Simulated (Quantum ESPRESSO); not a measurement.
**E(q) of FeO (Wuestite) from supercells**

Aim: the energy of flat spin spirals of FeO (Wuestite) that close within a few cells.

Main program and level: Quantum ESPRESSO 7.5; LDA; plane waves with GBRV 1.5 LDA potentials, no spin-orbit coupling, flat spiral in a supercell.

The database entry behind the starting cell differs from later determinations by our own check (inexact against later determinations), so it need not match the best structure at ambient conditions.

**1. The starting structure**

It takes space group Fm-3m (No. 225, cubic). Conventional cell: a = 4.311 Å, b = 4.311 Å, c = 4.311 Å, α = 90.00°, β = 90.00°, γ = 90.00°. Nearest to Fe lie 6 O at 2.16 Å. Nearest to O lie 6 Fe at 2.16 Å. Farther neighbours and most contacts between anions are not listed.

The cell comes from the Crystallography Open Database.

**2. Parallel moments, one cell**

pw.in reads:

```
&CONTROL
  calculation = 'scf'
  prefix = 'pwscf'
  outdir = './tmp'
  pseudo_dir = './pseudo'
  disk_io = 'nowf'
/
&SYSTEM
  ibrav = 0
  nat = 2
  ntyp = 2
  ecutwfc = 40
  ecutrho = 280
  nbnd = 36
  occupations = 'smearing'
  smearing = 'fd'
  degauss = 0.00734986
  noncolin = .true.
  starting_magnetization(1) = 0.25
  angle1(1) = 90
  angle2(1) = 0
  starting_magnetization(2) = 0
/
&ELECTRONS
  conv_thr = 4d-09
  electron_maxstep = 150
  mixing_beta = 0.3
/
ATOMIC_SPECIES
Fe     55.8450 fe_lda_v1.5.uspp.F.UPF
O      15.9990 o_lda_v1.2.uspp.F.UPF
CELL_PARAMETERS bohr
   0.0000000000    4.0731156890    4.0731156890
   4.0731156890    0.0000000000    4.0731156890
   4.0731156890    4.0731156890    0.0000000000
ATOMIC_POSITIONS crystal
Fe      0.0000000000    0.0000000000    0.0000000000
O       0.5000000000    0.5000000000    0.5000000000
K_POINTS automatic
8 12 8 0 0 0
```

On the command line:

```console
$ OMP_NUM_THREADS=1 mpirun -n 4 pw.x -nk 4 -in pw.in > pw.out
```

The log of the run:

```text
Program PWSCF v.7.5 starts

     Message from routine setup:
     using ibrav=0 with symmetry is DISCOURAGED, use correct ibrav instead

     K-points division:     npool     =       4
     Subspace diagonalization in iterative solution of the eigenvalue problem:

     G-vector sticks info
     --------------------
     sticks:   dense  smooth     PW     G-vecs:    dense   smooth      PW
     Sum         649     367    121                10777     4645     893

     Using Slab Decomposition

     bravais-lattice index     =            0
     lattice parameter (alat)  =       5.7603  a.u.
     unit-cell volume          =     135.1482 (a.u.)^3
     number of atoms/cell      =            2
     number of atomic types    =            2
     number of electrons       =        22.00
     number of Kohn-Sham states=           36
     kinetic-energy cutoff     =      40.0000  Ry
     charge density cutoff     =     280.0000  Ry
     scf convergence threshold =      4.0E-09
     mixing beta               =       0.3000
     number of iterations used =            8  plain     mixing
     Exchange-correlation= SLA  PZ   NOGX NOGC
                           (   1   1   0   0   0   0   0)
     Noncollinear calculation without spin-orbit

     celldm(1)=   5.760255  celldm(2)=   0.000000  celldm(3)=   0.000000
     celldm(4)=   0.000000  celldm(5)=   0.000000  celldm(6)=   0.000000

     crystal axes: (cart. coord. in units of alat)
               a(1) = (   0.000000   0.707107   0.707107 )
               a(2) = (   0.707107   0.000000   0.707107 )
               a(3) = (   0.707107   0.707107   0.000000 )

     reciprocal axes: (cart. coord. in units 2 pi/alat)
               b(1) = ( -0.707107  0.707107  0.707107 )
               b(2) = (  0.707107 -0.707107  0.707107 )
               b(3) = (  0.707107  0.707107 -0.707107 )

     PseudoPot. # 1 for Fe read from file:
     fe_lda_v1.5.uspp.F.UPF
     Pseudo is Ultrasoft + core correction, Zval = 16.0
     Generated by new atomic code, or converted to UPF format
     Using radial grid of  861 points,  6 beta functions with:
                l(1) =   0
                l(2) =   0
                l(3) =   1
                l(4) =   1
                l(5) =   2
                l(6) =   2
     Q(r) pseudized with  8 coefficients,  rinner =    1.000   1.000   1.000
                                                       1.000   1.000

     PseudoPot. # 2 for O  read from file:
     o_lda_v1.2.uspp.F.UPF
     Pseudo is Ultrasoft + core correction, Zval =  6.0
     Generated by new atomic code, or converted to UPF format
     Using radial grid of  737 points,  5 beta functions with:
                l(1) =   0
                l(2) =   0
                l(3) =   1
                l(4) =   1
                l(5) =   2
     Q(r) pseudized with  8 coefficients,  rinner =    0.900   0.900   0.900
                                                       0.900   0.900

     atomic species   valence    mass     pseudopotential
     Fe               16.00    55.84500     Fe( 1.00)
     O                 6.00    15.99900     O ( 1.00)

     16 Sym. Ops., with inversion, found

   Cartesian axes

     site n.     atom                  positions (alat units)
         1        Fe     tau(   1) = (   0.0000000   0.0000000   0.0000000  )
         2        O      tau(   2) = (   0.7071068   0.7071068   0.7071068  )

     number of k points=   307  Fermi-Dirac smearing, width (Ry)=  0.0073

     Number of k-points >= 100: set verbosity='high' to print them.

     Dense  grid:    10777 G-vectors     FFT dimensions: (  32,  32,  32)

     Smooth grid:     4645 G-vectors     FFT dimensions: (  24,  24,  24)

     Check: negative core charge=   -0.000047
     Generating pointlists ...
     new r_m :   0.2917 (alat units)  1.6802 (a.u.) for type    1
     new r_m :   0.2917 (alat units)  1.6802 (a.u.) for type    2

     Initial potential from superposition of free atoms

     starting charge      21.0000, renormalised to      22.0000

 ==============================================================================
     atom number    1 relative position :    0.0000   0.0000   0.0000
     charge :    13.661128  (integrated on a sphere of radius 0.292)
     magnetization :          3.391429    0.000000    0.000000
     magnetization/charge:    0.248254    0.000000    0.000000
     polar coord.: r, theta, phi [deg] :     3.391429   90.000000    0.000000

 ==============================================================================

 ==============================================================================
     atom number    2 relative position :    0.7071   0.7071   0.7071
     charge :     5.644095  (integrated on a sphere of radius 0.292)
     magnetization :          0.080151    0.000000    0.000000
     magnetization/charge:    0.014201    0.000000    0.000000
     polar coord.: r, theta, phi [deg] :     0.080151   90.000000    0.000000

 ==============================================================================
     Starting wfcs are   34 randomized atomic wfcs +    2 random wfcs

     Self-consistent Calculation

     iteration #  1     ecut=    40.00 Ry     beta= 0.30
     Davidson diagonalization with overlap
     ethr =  1.00E-02,  avg # of iterations =  4.3

     total energy              =    -282.41684892 Ry
     estimated scf accuracy    <       0.61864018 Ry

     total magnetization       =     4.06     0.00    -0.00 Bohr mag/cell
     absolute magnetization    =     4.06 Bohr mag/cell

     iteration #  2     ecut=    40.00 Ry     beta= 0.30
     Davidson diagonalization with overlap
     ethr =  2.81E-03,  avg # of iterations =  2.0

     total energy              =    -282.54396996 Ry
     estimated scf accuracy    <       0.10600206 Ry

     total magnetization       =     3.75    -0.00     0.00 Bohr mag/cell
     absolute magnetization    =     3.75 Bohr mag/cell

     iteration #  3     ecut=    40.00 Ry     beta= 0.30
     Davidson diagonalization with overlap
     ethr =  4.82E-04,  avg # of iterations =  1.4

     total energy              =    -282.56249368 Ry
     estimated scf accuracy    <       0.01128757 Ry

     total magnetization       =     3.99     0.00     0.00 Bohr mag/cell
     absolute magnetization    =     3.99 Bohr mag/cell

     [... further iterations left out ...]

     iteration #  6     ecut=    40.00 Ry     beta= 0.30
     Davidson diagonalization with overlap
     ethr =  3.74E-07,  avg # of iterations =  3.0

     total energy              =    -282.56496797 Ry
     estimated scf accuracy    <       0.00002605 Ry

     total magnetization       =     3.99    -0.00     0.00 Bohr mag/cell
     absolute magnetization    =     4.00 Bohr mag/cell

     iteration #  7     ecut=    40.00 Ry     beta= 0.30
     Davidson diagonalization with overlap
     ethr =  1.18E-07,  avg # of iterations =  2.0

     total energy              =    -282.56497864 Ry
     estimated scf accuracy    <       0.00000068 Ry

     total magnetization       =     3.99     0.00    -0.00 Bohr mag/cell
     absolute magnetization    =     4.00 Bohr mag/cell

     iteration #  8     ecut=    40.00 Ry     beta= 0.30
     Davidson diagonalization with overlap
     ethr =  3.08E-09,  avg # of iterations =  2.0

     total energy              =    -282.56497884 Ry
     estimated scf accuracy    <       0.00000021 Ry

     total magnetization       =     3.99    -0.00     0.00 Bohr mag/cell
     absolute magnetization    =     4.00 Bohr mag/cell

     iteration #  9     ecut=    40.00 Ry     beta= 0.30
     Davidson diagonalization with overlap
     ethr =  9.35E-10,  avg # of iterations =  2.0

 ==============================================================================
     atom number    1 relative position :    0.0000   0.0000   0.0000
     charge :    13.545366  (integrated on a sphere of radius 0.292)
     magnetization :          3.424227   -0.000000   -0.000000
     magnetization/charge:    0.252797   -0.000000   -0.000000
     polar coord.: r, theta, phi [deg] :     3.424227   90.000000   -0.000000

 ==============================================================================

 ==============================================================================
     atom number    2 relative position :    0.7071   0.7071   0.7071
     charge :     5.797575  (integrated on a sphere of radius 0.292)
     magnetization :          0.336872   -0.000000   -0.000000
     magnetization/charge:    0.058106   -0.000000   -0.000000
     polar coord.: r, theta, phi [deg] :     0.336872   90.000000   -0.000000

 ==============================================================================

     End of self-consistent calculation

     Number of k-points >= 100: set verbosity='high' to print the bands.

     the Fermi energy is    14.0155 ev

!    total energy              =    -282.56497890 Ry
     estimated scf accuracy    <          2.4E-09 Ry
     smearing contrib. (-TS)   =      -0.00354477 Ry
     internal energy E=F+TS    =    -282.56143413 Ry

     The total energy is F=E-TS. E is the sum of the following terms:
     one-electron contribution =    -136.85187615 Ry
     hartree contribution      =      80.39834943 Ry
     xc contribution           =     -36.08035139 Ry
     ewald contribution        =    -190.02755602 Ry

     total magnetization       =     3.99    -0.00     0.00 Bohr mag/cell
     absolute magnetization    =     4.00 Bohr mag/cell

     convergence has been achieved in   9 iterations

=------------------------------------------------------------------------------=
   JOB DONE.
=------------------------------------------------------------------------------=
```

Elapsed: 39 s, on 4 MPI ranks of Arm Neoverse V2, shared host; peak memory 0.45 GiB.

Spin moment in the atom's sphere by atom:

| atom | x (μB) | y (μB) | z (μB) | size |
| --- | --- | --- | --- | --- |
| Fe1 | 3.42 | 0.00 | 0.00 | 3.42 |
| O2 | 0.34 | 0.00 | 0.00 | 0.34 |

Read from the output:

* smearing term TS: 0.04823 eV
* magnetization: 3.993, 0, 0 μB
* absolute magnetization: 3.998 μB
* final state: ferromagnetic

**3. One turn in 2 cells along the input cell's b**

Neighbouring cells are turned by 180° in the xy plane; the cell holds 4 atoms.

pw.in reads:

```
&CONTROL
  calculation = 'scf'
  prefix = 'pwscf'
  outdir = './tmp'
  pseudo_dir = './pseudo'
  disk_io = 'nowf'
/
&SYSTEM
  ibrav = 0
  nat = 4
  ntyp = 4
  ecutwfc = 40
  ecutrho = 280
  nbnd = 62
  occupations = 'smearing'
  smearing = 'fd'
  degauss = 0.00734986
  noncolin = .true.
  starting_magnetization(1) = 0.25
  angle1(1) = 90
  angle2(1) = 0
  starting_magnetization(2) = 0.25
  angle1(2) = 90
  angle2(2) = 180
  starting_magnetization(3) = 0
  starting_magnetization(4) = 0
/
&ELECTRONS
  conv_thr = 8d-09
  electron_maxstep = 150
  mixing_beta = 0.3
/
ATOMIC_SPECIES
Fe1    55.8450 fe_lda_v1.5.uspp.F.UPF
Fe2    55.8450 fe_lda_v1.5.uspp.F.UPF
O1     15.9990 o_lda_v1.2.uspp.F.UPF
O2     15.9990 o_lda_v1.2.uspp.F.UPF
CELL_PARAMETERS bohr
   0.0000000000    4.0731156890    4.0731156890
   8.1462313780    0.0000000000    8.1462313780
   4.0731156890    4.0731156890    0.0000000000
ATOMIC_POSITIONS crystal
Fe1     0.0000000000    0.0000000000    0.0000000000
Fe2     0.0000000000    0.5000000000    0.0000000000
O1      0.5000000000    0.2500000000    0.5000000000
O2      0.5000000000    0.7500000000    0.5000000000
K_POINTS automatic
8 6 8 0 0 0
```

The log of the run:

```text
     [... lines left out ...]
Program PWSCF v.7.5 starts
     [... lines left out ...]
     number of atoms/cell      =            4
     [... lines left out ...]
     number of electrons       =        44.00
     number of Kohn-Sham states=           62
     kinetic-energy cutoff     =      40.0000  Ry
     charge density cutoff     =     280.0000  Ry
     scf convergence threshold =      8.0E-09
     [... lines left out ...]
     Noncollinear calculation without spin-orbit
     [... lines left out ...]
      2 Sym. Ops. (no inversion) found
     [... lines left out ...]
     number of k points=   344  Fermi-Dirac smearing, width (Ry)=  0.0073
     [... lines left out ...]
     iteration # 12     ecut=    40.00 Ry     beta= 0.30
     [... lines left out ...]
     atom number    1 relative position :    0.0000   0.0000   0.0000
     [... lines left out ...]
     magnetization :          3.249638    0.000001   -0.000001
     [... lines left out ...]
     atom number    2 relative position :    0.7071   0.0000   0.7071
     [... lines left out ...]
     magnetization :         -3.249733   -0.000004    0.000004
     [... lines left out ...]
     atom number    3 relative position :    0.7071   0.7071   0.7071
     [... lines left out ...]
     magnetization :         -0.000001   -0.000000    0.000000
     [... lines left out ...]
     atom number    4 relative position :    1.4142   0.7071   1.4142
     [... lines left out ...]
     magnetization :         -0.000001   -0.000000    0.000000
     [... lines left out ...]
     the Fermi energy is    14.0331 ev
!    total energy              =    -565.12755940 Ry
     estimated scf accuracy    <          7.3E-09 Ry
     smearing contrib. (-TS)   =      -0.01076310 Ry
     [... lines left out ...]
     total magnetization       =    -0.00    -0.00     0.00 Bohr mag/cell
     absolute magnetization    =     7.02 Bohr mag/cell
     convergence has been achieved in  12 iterations
```

The job ended after 3.8 min (4 MPI ranks; peak memory 1.1 GiB).

Spin moment in the atom's sphere by atom:

| atom | x (μB) | y (μB) | z (μB) | size |
| --- | --- | --- | --- | --- |
| Fe1 | 3.25 | 0.00 | 0.00 | 3.25 |
| Fe2 | -3.25 | 0.00 | 0.00 | 3.25 |
| O3 | 0.00 | 0.00 | 0.00 | 0.00 |
| O4 | 0.00 | 0.00 | 0.00 | 0.00 |

Numbers from this step:

```yaml
smearing_term_ts: 0.1464 eV
magnetization: 0, 0, 0 μB
absolute_magnetization: 7.018 μB
final_state: antiferromagnetic
```

**4. One turn in 3 cells along the input cell's b**

Neighbouring cells are turned by 120° in the xy plane; the cell holds 6 atoms.

pw.in reads:

```
&CONTROL
  calculation = 'scf'
  prefix = 'pwscf'
  outdir = './tmp'
  pseudo_dir = './pseudo'
  disk_io = 'nowf'
/
&SYSTEM
  ibrav = 0
  nat = 6
  ntyp = 6
  ecutwfc = 40
  ecutrho = 280
  nbnd = 88
  occupations = 'smearing'
  smearing = 'fd'
  degauss = 0.00734986
  noncolin = .true.
  starting_magnetization(1) = 0.25
  angle1(1) = 90
  angle2(1) = 0
  starting_magnetization(2) = 0.25
  angle1(2) = 90
  angle2(2) = 120
  starting_magnetization(3) = 0.25
  angle1(3) = 90
  angle2(3) = -120
  starting_magnetization(4) = 0
  starting_magnetization(5) = 0
  starting_magnetization(6) = 0
/
&ELECTRONS
  conv_thr = 1.2d-08
  electron_maxstep = 150
  mixing_beta = 0.3
/
ATOMIC_SPECIES
Fe1    55.8450 fe_lda_v1.5.uspp.F.UPF
Fe2    55.8450 fe_lda_v1.5.uspp.F.UPF
Fe3    55.8450 fe_lda_v1.5.uspp.F.UPF
O1     15.9990 o_lda_v1.2.uspp.F.UPF
O2     15.9990 o_lda_v1.2.uspp.F.UPF
O3     15.9990 o_lda_v1.2.uspp.F.UPF
CELL_PARAMETERS bohr
   0.0000000000    4.0731156890    4.0731156890
  12.2193470671    0.0000000000   12.2193470671
   4.0731156890    4.0731156890    0.0000000000
ATOMIC_POSITIONS crystal
Fe1     0.0000000000    0.0000000000    0.0000000000
Fe2     0.0000000000    0.3333333333    0.0000000000
Fe3     0.0000000000    0.6666666667    0.0000000000
O1      0.5000000000    0.1666666667    0.5000000000
O2      0.5000000000    0.5000000000    0.5000000000
O3      0.5000000000    0.8333333333    0.5000000000
K_POINTS automatic
8 4 8 0 0 0
```

The log of the run:

```text
     [... lines left out ...]
Program PWSCF v.7.5 starts
     [... lines left out ...]
     number of atoms/cell      =            6
     [... lines left out ...]
     number of electrons       =        66.00
     number of Kohn-Sham states=           88
     kinetic-energy cutoff     =      40.0000  Ry
     charge density cutoff     =     280.0000  Ry
     scf convergence threshold =      1.2E-08
     [... lines left out ...]
     Noncollinear calculation without spin-orbit
     [... lines left out ...]
     No symmetry found
     [... lines left out ...]
     number of k points=   448  Fermi-Dirac smearing, width (Ry)=  0.0073
     [... lines left out ...]
     iteration # 14     ecut=    40.00 Ry     beta= 0.30
     [... lines left out ...]
     atom number    1 relative position :    0.0000   0.0000   0.0000
     [... lines left out ...]
     magnetization :          3.286524    0.000015    0.000009
     [... lines left out ...]
     atom number    2 relative position :    0.7071   0.0000   0.7071
     [... lines left out ...]
     magnetization :         -1.643258    2.846202    0.000013
     [... lines left out ...]
     atom number    3 relative position :    1.4142   0.0000   1.4142
     [... lines left out ...]
     magnetization :         -1.643285   -2.846217    0.000015
     [... lines left out ...]
     atom number    4 relative position :    0.7071   0.7071   0.7071
     [... lines left out ...]
     magnetization :          0.072730    0.125972    0.000001
     [... lines left out ...]
     atom number    5 relative position :    1.4142   0.7071   1.4142
     [... lines left out ...]
     magnetization :         -0.145461   -0.000000    0.000001
     [... lines left out ...]
     atom number    6 relative position :    2.1213   0.7071   2.1213
     [... lines left out ...]
     magnetization :          0.072729   -0.125971    0.000001
     [... lines left out ...]
     the Fermi energy is    14.0501 ev
!    total energy              =    -847.69495203 Ry
     estimated scf accuracy    <          5.3E-09 Ry
     smearing contrib. (-TS)   =      -0.01439844 Ry
     [... lines left out ...]
     total magnetization       =    -0.00    -0.00     0.00 Bohr mag/cell
     absolute magnetization    =    10.97 Bohr mag/cell
     convergence has been achieved in  14 iterations
```

It took 14 min on 4 MPI ranks; peak memory 2.6 GiB.

Spin moment in the atom's sphere by atom:

| atom | x (μB) | y (μB) | z (μB) | size |
| --- | --- | --- | --- | --- |
| Fe1 | 3.29 | 0.00 | 0.00 | 3.29 |
| Fe2 | -1.64 | 2.85 | 0.00 | 3.29 |
| Fe3 | -1.64 | -2.85 | 0.00 | 3.29 |
| O4 | 0.07 | 0.13 | 0.00 | 0.15 |
| O5 | -0.15 | 0.00 | 0.00 | 0.15 |
| O6 | 0.07 | -0.13 | 0.00 | 0.15 |

Numbers from this step:

- smearing term TS: 0.1959 eV
- magnetization: 0, 0, 0 μB
- absolute magnetization: 10.97 μB
- final state: non-collinear

(Part 1 of 2 ends here.)

[Logs and program files are shortened in this print: banners, set-up blocks, solver, clock and traceback lines can be left out without a mark of their own.]

[Logs are printed without paths, hosts, clocks, repeated set-up lines and the standing remarks that a program may print on its own settings, such as how far it seeks lower states.]

[Hosts, paths, dates, database ids (printed as entryN), source tags and the programs' standing remarks are cut or masked in the printed files.]

[Where a cell is said to come from a database of computed structures, the database is the Materials Project.]
